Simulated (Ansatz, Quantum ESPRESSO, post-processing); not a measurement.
# Li(100), 5 layers, one monolayer of Na on hollow sites: vacuum level and surface dipole, part 5 of 5

How much energy does it take to lift an electron out of Li(100), 5 layers, one monolayer of Na on hollow sites, and how far do the settings matter?

Quantum ESPRESSO 7.5; plane-wave DFT, PBE, GBRV ultrasoft pseudopotentials; geometry and cross-check by Ansatz 0.2.0 with PAW datasets.

So far. Step 9 (Self-consistent run: rev-vdW-DF2, GBRV ultrasoft): The upper face goes from 2.728 eV (PBE, GBRV) to 2.835 eV, a change of +0.108 eV. Step 10 (Self-consistent run: RPBE, GBRV ultrasoft): The upper face goes from 2.728 eV (PBE, GBRV) to 2.659 eV, a change of -0.069 eV.

## 11. SCF with pw.x: vdW-DF-cx, GBRV ultrasoft

Level of this step: plane-wave DFT, vdW-DF-cx, GBRV ultrasoft pseudopotentials made under PBE (Quantum ESPRESSO 7.5). input_dft overrides the functional of the files.

gbrv-vdw-df-cx.in

```
&control
  prefix = 'gbrv-vdw-df-cx'
  outdir = './out'
  pseudo_dir = './pseudo'
  calculation = 'scf'
  tprnfor = .true.
/
&system
  ibrav = 0
  nat = 6
  ntyp = 2
  ecutwfc = 40
  ecutrho = 200
  input_dft = 'vdw-df-cx'
  occupations = 'smearing'
  smearing = 'mv'
  degauss = 0.02
  assume_isolated = 'esm'
  esm_bc = 'bc1'
/
&electrons
  conv_thr = 1e-07
  mixing_beta = 0.4
  electron_maxstep = 120
  mixing_mode = 'local-TF'
/
ATOMIC_SPECIES
  Li  6.9400  li_pbe_v1.4.uspp.F.UPF
  Na  22.9898  na_pbe_v1.5.uspp.F.UPF
CELL_PARAMETERS angstrom
  3.49000000000000 0.00000000000000 0.00000000000000
  0.00000000000000 3.49000000000000 0.00000000000000
  0.00000000000000 0.00000000000000 25.98000000000000
ATOMIC_POSITIONS crystal
  Li  0.000000000000 0.000000000000 -0.176052099286
  Li  0.500000000000 0.500000000000 -0.108885047686
  Li  0.000000000000 0.000000000000 -0.041717996086
  Li  0.500000000000 0.500000000000 0.023028979405
  Li  0.000000000000 0.000000000000 0.089831327352
  Na  0.500000000000 0.500000000000 0.176052099286
K_POINTS automatic
  8 8 1 0 0 0
```

On the command line:

```
$ OMP_NUM_THREADS=1 mpirun -n 2 pw.x -nk 2 -in gbrv-vdw-df-cx.in > gbrv-vdw-df-cx.out
```

The program printed:

```text
[banner, memory and clock lines left out]
Program PWSCF v.7.5 starts

          URL

     IMPORTANT: XC functional enforced from input :
     Exchange-correlation= VDW-DF-CX
                           (   1   4  27   0   1   0   0)
     Any further DFT definition will be discarded
     Please, verify this is what you really want

     Message from routine setup:
     using ibrav=0 with symmetry is DISCOURAGED, use correct ibrav instead

     G-vector sticks info

     bravais-lattice index     =            0
     lattice parameter (alat)  =       6.5951  a.u.
     unit-cell volume          =    2135.4362 (a.u.)^3
     number of atoms/cell      =            6
     number of atomic types    =            2
     number of electrons       =        24.00
     number of Kohn-Sham states=           16
     kinetic-energy cutoff     =      40.0000  Ry
     charge density cutoff     =     200.0000  Ry
     scf convergence threshold =      1.0E-07
     mixing beta               =       0.4000
     number of iterations used =            8  local-TF  mixing
     Exchange-correlation= VDW-DF-CX
                           (   1   4  27   0   1   0   0)

     Effective Screening Medium Method
     Boundary Conditions: Vacuum-Slab-Vacuum
     total charge in unit cell        =   0.0000
     grid points for fit at edges     =        4

     celldm(1)=   6.595144  celldm(2)=   0.000000  celldm(3)=   0.000000
     celldm(4)=   0.000000  celldm(5)=   0.000000  celldm(6)=   0.000000

     crystal axes: (cart. coord. in units of alat)
               a(1) = (   1.000000   0.000000   0.000000 )
               a(2) = (   0.000000   1.000000   0.000000 )
               a(3) = (   0.000000   0.000000   7.444126 )

     reciprocal axes: (cart. coord. in units 2 pi/alat)
               b(1) = (  1.000000  0.000000  0.000000 )
               b(2) = (  0.000000  1.000000  0.000000 )
               b(3) = (  0.000000  0.000000  0.134334 )

     PseudoPot. # 1 for Li read from file:
     ./pseudo/li_pbe_v1.4.uspp.F.UPF
     Pseudo is Ultrasoft, Zval =  3.0
     Generated by new atomic code, or converted to UPF format
     Using radial grid of  751 points,  5 beta functions with:
                l(1) =   0
                l(2) =   0
                l(3) =   0
                l(4) =   1
                l(5) =   1
     Q(r) pseudized with 10 coefficients,  rinner =    1.150   1.150   1.150

     PseudoPot. # 2 for Na read from file:
     ./pseudo/na_pbe_v1.5.uspp.F.UPF
     Pseudo is Ultrasoft, Zval =  9.0
     Generated by new atomic code, or converted to UPF format
     Using radial grid of  819 points,  5 beta functions with:
                l(1) =   0
                l(2) =   0
                l(3) =   1
                l(4) =   1
                l(5) =   2
     Q(r) pseudized with  8 coefficients,  rinner =    1.250   1.250   1.250
[...]
ethr =  8.54E-03,  avg # of iterations =  5.3

     negative rho (up, down):  3.522E+00 0.000E+00

     total energy              =    -174.21412773 Ry
     estimated scf accuracy    <     373.93645059 Ry

     iteration #116     ecut=    40.00 Ry     beta= 0.40
     Davidson diagonalization with overlap
     c_bands:  5 eigenvalues not converged
     c_bands:  3 eigenvalues not converged
     c_bands:  1 eigenvalues not converged
     c_bands:  3 eigenvalues not converged
     c_bands:  5 eigenvalues not converged
     c_bands:  1 eigenvalues not converged
     ethr =  8.54E-03,  avg # of iterations = 29.1

     negative rho (up, down):  4.283E+00 0.000E+00

     total energy              =    -225.15168205 Ry
     estimated scf accuracy    <     499.43671934 Ry

     iteration #117     ecut=    40.00 Ry     beta= 0.40
     Davidson diagonalization with overlap
     c_bands:  2 eigenvalues not converged
     c_bands:  2 eigenvalues not converged
     c_bands:  1 eigenvalues not converged
     c_bands:  5 eigenvalues not converged
     c_bands:  3 eigenvalues not converged
     c_bands:  4 eigenvalues not converged
     ethr =  8.54E-03,  avg # of iterations = 22.5

     negative rho (up, down):  5.279E+00 0.000E+00

     total energy              =    -266.99072657 Ry
     estimated scf accuracy    <     978.93080297 Ry

     iteration #118     ecut=    40.00 Ry     beta= 0.40
     Davidson diagonalization with overlap
     c_bands:  2 eigenvalues not converged
     c_bands:  1 eigenvalues not converged
     c_bands:  4 eigenvalues not converged
     c_bands:  1 eigenvalues not converged
     c_bands:  3 eigenvalues not converged
     c_bands:  1 eigenvalues not converged
     ethr =  8.54E-03,  avg # of iterations = 19.8

     negative rho (up, down):  3.473E+00 0.000E+00

     total energy              =    -172.06786886 Ry
     estimated scf accuracy    <    1289.86035919 Ry

     iteration #119     ecut=    40.00 Ry     beta= 0.40
     Davidson diagonalization with overlap
     c_bands:  2 eigenvalues not converged
     c_bands:  1 eigenvalues not converged
     c_bands:  3 eigenvalues not converged
     c_bands:  1 eigenvalues not converged
     c_bands:  1 eigenvalues not converged
     c_bands:  1 eigenvalues not converged
     c_bands:  1 eigenvalues not converged
     ethr =  8.54E-03,  avg # of iterations = 36.6

     negative rho (up, down):  2.877E+00 0.000E+00

     total energy              =     -27.87286385 Ry
     estimated scf accuracy    <     461.06468244 Ry

     iteration #120     ecut=    40.00 Ry     beta= 0.40
     Davidson diagonalization with overlap
     c_bands:  3 eigenvalues not converged
     c_bands:  2 eigenvalues not converged
     c_bands:  3 eigenvalues not converged
     c_bands:  3 eigenvalues not converged
     c_bands:  5 eigenvalues not converged
     c_bands:  2 eigenvalues not converged
     ethr =  8.54E-03,  avg # of iterations = 40.0

     negative rho (up, down):  2.850E+00 0.000E+00

     total energy              =    -232.19721928 Ry
     estimated scf accuracy    <    1029.11596765 Ry

     End of self-consistent calculation

     convergence NOT achieved after 120 iterations: stopping

     XML data file, charge density

                                        0.00s GPU  (    8519 calls)

Note: The following floating-point exceptions are signalling: IEEE_DIVIDE_BY_ZERO IEEE_UNDERFLOW_FLAG
Note: The following floating-point exceptions are signalling: IEEE_DIVIDE_BY_ZERO IEEE_UNDERFLOW_FLAG
```

It took 7.4 min on 2 MPI ranks of Arm Neoverse V2, shared host; peak memory 0.53 GiB.

The run ended without convergence. The estimated SCF accuracy went from 373 Ry in the first cycle kept to 2.05 Ry at best and 1.03e+03 Ry in the last.

More iterations help only where the error still falls; otherwise the mixing, the start or the set-up has to change.

## 12. All levels side by side

All levels:

```tsv
level	upper face (eV)	lower face (eV)	dipole (e Å)	CPU time (s)
QE PBE GBRV, sawtooth	2.734	3.007	0.01836	998.4
QE PBE GBRV, ESM bc1	2.728	3.017	-	466.9
QE rev-vdW-DF2 GBRV ultrasoft, ESM bc1	2.835	3.073	-	475.7
QE RPBE GBRV ultrasoft, ESM bc1	2.659	2.966	-	440.7
Ansatz PBE PAW, sawtooth (time of the whole relaxation)	2.737	3.017	0.01879	24.55
```

The times are CPU seconds on a shared host; the codes use unlike cutoffs, datasets and smearings, so their times compare unlike work.

## 13. SCF with pw.x, with smearing = fd, degauss = 0.01, ecutwfc = 32 and ecutrho = 160

A sensitivity test on the input.

Level of this step: plane-wave DFT, PBE, GBRV ultrasoft pseudopotentials (Quantum ESPRESSO 7.5).

esm.w0.in

```
&control
  prefix = 'esm.w0'
  outdir = './out'
  pseudo_dir = './pseudo'
  calculation = 'scf'
  tprnfor = .true.
/
&system
  ibrav = 0
  nat = 6
  ntyp = 2
  ecutwfc = 32
  ecutrho = 160
  occupations = 'smearing'
  smearing = 'fd'
  degauss = 0.01
  assume_isolated = 'esm'
  esm_bc = 'bc1'
/
&electrons
  conv_thr = 1e-07
  mixing_beta = 0.4
  electron_maxstep = 120
  mixing_mode = 'local-TF'
/
ATOMIC_SPECIES
  Li  6.9400  li_pbe_v1.4.uspp.F.UPF
  Na  22.9898  na_pbe_v1.5.uspp.F.UPF
CELL_PARAMETERS angstrom
  3.49000000000000 0.00000000000000 0.00000000000000
  0.00000000000000 3.49000000000000 0.00000000000000
  0.00000000000000 0.00000000000000 25.98000000000000
ATOMIC_POSITIONS crystal
  Li  0.000000000000 0.000000000000 -0.176052099286
  Li  0.500000000000 0.500000000000 -0.108885047686
  Li  0.000000000000 0.000000000000 -0.041717996086
  Li  0.500000000000 0.500000000000 0.023028979405
  Li  0.000000000000 0.000000000000 0.089831327352
  Na  0.500000000000 0.500000000000 0.176052099286
K_POINTS automatic
  8 8 1 0 0 0
```

On the command line:

```
$ OMP_NUM_THREADS=1 mpirun -n 2 pw.x -nk 2 -in esm.w0.in > esm.w0.out
```

The program printed:

```text
[banner, memory and clock lines left out]
Program PWSCF v.7.5 starts
[citation notice left out]

[...]
Message from routine setup:
[...]
bravais-lattice index     =            0
     lattice parameter (alat)  =       6.5951  a.u.
     unit-cell volume          =    2135.4362 (a.u.)^3
     number of atoms/cell      =            6
     number of atomic types    =            2
     number of electrons       =        24.00
     number of Kohn-Sham states=           16
     kinetic-energy cutoff     =      32.0000  Ry
     charge density cutoff     =     160.0000  Ry
     scf convergence threshold =      1.0E-07
     mixing beta               =       0.4000
     number of iterations used =            8  local-TF  mixing
     Exchange-correlation=  SLA  PW   PBX  PBC
                           (   1   4   3   4   0   0   0)

     Effective Screening Medium Method
     Boundary Conditions: Vacuum-Slab-Vacuum
     total charge in unit cell        =   0.0000
     grid points for fit at edges     =        4

[...]
PseudoPot. # 1 for Li read from file:
     ./pseudo/li_pbe_v1.4.uspp.F.UPF
     Pseudo is Ultrasoft, Zval =  3.0
     Generated by new atomic code, or converted to UPF format
     Using radial grid of  751 points,  5 beta functions with:
                l(1) =   0
                l(2) =   0
                l(3) =   0
                l(4) =   1
                l(5) =   1
     Q(r) pseudized with 10 coefficients,  rinner =    1.150   1.150   1.150

     PseudoPot. # 2 for Na read from file:
     ./pseudo/na_pbe_v1.5.uspp.F.UPF
     Pseudo is Ultrasoft, Zval =  9.0
     Generated by new atomic code, or converted to UPF format
     Using radial grid of  819 points,  5 beta functions with:
                l(1) =   0
                l(2) =   0
                l(3) =   1
                l(4) =   1
                l(5) =   2
     Q(r) pseudized with  8 coefficients,  rinner =    1.250   1.250   1.250
                                                       1.250   1.250

     atomic species   valence    mass     pseudopotential
     Li                3.00     6.94000     Li( 1.00)
     Na                9.00    22.98980     Na( 1.00)

      8 Sym. Ops. (no inversion) found

[...]
number of k points=    15  Fermi-Dirac smearing, width (Ry)=  0.0100
[...]
Dense  grid:    73037 G-vectors     FFT dimensions: (  27,  27, 200)

     Smooth grid:    52157 G-vectors     FFT dimensions: (  24,  24, 180)

     Initial potential from superposition of free atoms

     starting charge      21.7400, renormalised to      24.0000

     negative rho (up, down):  1.817E-04 0.000E+00
     Starting wfcs are   30 randomized atomic wfcs

     per-process dynamical memory:    59.9 Mb

     Self-consistent Calculation

     iteration #  1     ecut=    32.00 Ry     beta= 0.40
     Davidson diagonalization with overlap
     c_bands:  2 eigenvalues not converged
     c_bands:  5 eigenvalues not converged
     c_bands:  3 eigenvalues not converged
     c_bands:  2 eigenvalues not converged
     c_bands:  2 eigenvalues not converged
     c_bands:  3 eigenvalues not converged
     ethr =  1.00E-02,  avg # of iterations = 20.1

     negative rho (up, down):  1.024E-01 0.000E+00

     total energy              =    -177.90543390 Ry
     estimated scf accuracy    <     377.56787937 Ry

     iteration #  2     ecut=    32.00 Ry     beta= 0.40
[...]
negative rho (up, down):  3.415E-01 0.000E+00

[...]
total energy              =    -113.75706174 Ry
     estimated scf accuracy    <     323.13868779 Ry

     iteration #  3     ecut=    32.00 Ry     beta= 0.40
[...]
negative rho (up, down):  1.264E-01 0.000E+00

[...]
total energy              =    -171.82771513 Ry
     estimated scf accuracy    <      36.85574773 Ry

     iteration #  4     ecut=    32.00 Ry     beta= 0.40
[...]
negative rho (up, down):  1.036E-01 0.000E+00

[...]
total energy              =    -169.95605656 Ry
     estimated scf accuracy    <      15.40161766 Ry

     iteration #  5     ecut=    32.00 Ry     beta= 0.40
[...]
c_bands:  5 eigenvalues not converged
     c_bands:  1 eigenvalues not converged
     c_bands:  5 eigenvalues not converged
     c_bands:  4 eigenvalues not converged
     c_bands:  5 eigenvalues not converged
     c_bands:  5 eigenvalues not converged
[...]
negative rho (up, down):  1.882E-01 0.000E+00

[...]
total energy              =    -183.36055719 Ry
     estimated scf accuracy    <     352.49797620 Ry

     iteration #  6     ecut=    32.00 Ry     beta= 0.40
[...]
negative rho (up, down):  3.912E-01 0.000E+00

[...]
total energy              =    -220.02510666 Ry
     estimated scf accuracy    <     246.30909348 Ry

[...]
iteration # 89     ecut=    32.00 Ry     beta= 0.40
[...]
c_bands:  1 eigenvalues not converged
[...]
negative rho (up, down):  1.381E-04 0.000E+00

[...]
total energy              =    -167.66759924 Ry
     estimated scf accuracy    <       0.00000137 Ry

     iteration # 90     ecut=    32.00 Ry     beta= 0.40
[...]
negative rho (up, down):  1.199E-04 0.000E+00

[...]
total energy              =    -167.66761583 Ry
     estimated scf accuracy    <       0.00000065 Ry

     iteration # 91     ecut=    32.00 Ry     beta= 0.40
[...]
negative rho (up, down):  8.010E-05 0.000E+00

[...]
total energy              =    -167.66762580 Ry
     estimated scf accuracy    <       0.00000036 Ry

     iteration # 92     ecut=    32.00 Ry     beta= 0.40
[...]
negative rho (up, down):  2.300E-05 0.000E+00

[...]
End of self-consistent calculation

          k = 0.0000 0.0000 0.0000 (  6485 PWs)   bands (ev):

   -55.9329 -50.1936 -49.7378 -49.4636 -49.4518 -49.4427 -27.8533 -27.8333
   -27.8333  -6.2473  -5.7480  -4.9335  -3.7936  -2.6364  -1.5941  -0.4918

          k = 0.0000 0.1250 0.0000 (  6480 PWs)   bands (ev):

   -55.9327 -50.1934 -49.7376 -49.4626 -49.4517 -49.4432 -27.8530 -27.8385
   -27.8327  -6.0972  -5.5872  -4.7727  -3.6386  -2.4813  -1.4387  -0.3294

[...]
the Fermi energy is    -2.8856 ev

!    total energy              =    -167.66764307 Ry
     estimated scf accuracy    <       0.00000007 Ry
     smearing contrib. (-TS)   =      -0.01251745 Ry
     internal energy E=F+TS    =    -167.65512562 Ry

     The total energy is F=E-TS. E is the sum of the following terms:
     one-electron contribution =    1075.40886225 Ry
     hartree contribution      =    -547.03292992 Ry
     xc contribution           =     -31.11174674 Ry
     ewald contribution        =    -664.91931121 Ry

     convergence has been achieved in  92 iterations

     Forces acting on atoms (cartesian axes, Ry/au):

     atom    1 type  1   force =     0.00000000    0.00000000   -0.00065618
     atom    2 type  1   force =     0.00000000    0.00000000    0.00202336
     atom    3 type  1   force =     0.00000000    0.00000000   -0.00112358
     atom    4 type  1   force =     0.00000000    0.00000000   -0.00009118
     atom    5 type  1   force =     0.00000000    0.00000000   -0.00055692
     atom    6 type  2   force =     0.00000000    0.00000000    0.00005324

     Total force =     0.002472     Total SCF correction =     0.000509
     SCF correction compared to forces is large: reduce conv_thr to get better values

[...]
```

Run time: 2.4 min. Hardware: 2 MPI ranks; peak memory 0.36 GiB; 4.7 min of CPU time.

The changed values were drawn from a wide range, not chosen for quality; the comparison shows what they did here together.

Beside the run it was changed from:

```tsv
quantity	this run	unchanged run	difference
vacuum line at the upper end of the cell, over the Fermi level (eV)	2.753	2.728	0.025
vacuum line at the lower end of the cell, over the Fermi level (eV)	3.018	3.017	0.0011
free energy (eV)	-2281.234	-2281.210	-0.024
wall time (s)	141	234	
SCF iterations	92	89
```

The free energy moves by -4.1 meV an atom.

Levels move by up to 25 meV, a modest change.

## 14. By hand

In the first self-consistent run, on its own zero, the Fermi level is -1.037 eV and the upper vacuum level 1.697 eV: φ = 1.697 − (-1.037) = 2.734 eV.

The dipole of 0.0882 D is 0.0184 e Å (1 D = 0.20819 e Å). A dipole layer steps the potential by e p/(ε₀A), with e/ε₀ = 180.95 V Å: 180.95 × 0.0184 / 12.180 = 0.273 eV, against 0.273 eV between the two work functions.

## 15. What came out

```yaml
work_function_of_the_covered_face_pbe_gbrv: 2.73 eV
work_function_of_the_bare_face_pbe_gbrv: 3.01 eV
covered_face_by_esm: 2.73 eV
dipole_along_the_normal: 0.0184 e·Å
covered_face_by_ansatz: 2.74 eV
```

In words: At the first level (PBE, GBRV ultrasoft) the work function comes to 2.73 eV on the upper face and 3.01 eV on the lower. The Na layer ends 2.24 Å above the top metal plane and lowers the work function by 0.27 eV against the bare face. This is the step −180.95 p/A = -0.27 eV of the slab's dipole p = 0.01836 e Å, which the dipole correction builds in. The bare face is held at bulk positions, so it is no relaxed clean surface. ESM differs from the periodic treatment by -6 meV on the upper face and +10 meV on the lower. Over the levels tried the upper face spans 2.66 eV (QE RPBE GBRV ultrasoft, ESM bc1) to 2.84 eV (QE rev-vdW-DF2 GBRV ultrasoft, ESM bc1). Quantum ESPRESSO and Ansatz give 2.73 and 2.74 eV for the upper face, which agree. Ansatz ran with Fermi-Dirac smearing of 0.1 eV against cold smearing of 0.02 Ry, which alone can move a level by some tens of meV. With 8×8 points and so few layers the values hold to some 0.05 to 0.1 eV. The slab is cut at a tabulated measured bulk lattice constant, given to two decimals, at low temperature. A full 1×1 monolayer may not be the stable structure at this coverage.

[Logs are printed without paths, hosts, clocks, repeated set-up lines and the standing remarks that a program may print on its own settings, such as how far it seeks lower states.]

[Hosts, paths, dates, database ids (printed as entryN), source tags and the programs' standing remarks are cut or masked in the printed files.]

[Maps of the electrostatic potential energy from Ansatz leave out the sawtooth potential of an applied field or a dipole correction, so their vacuum need not be flat; planar profiles and work functions include it.]
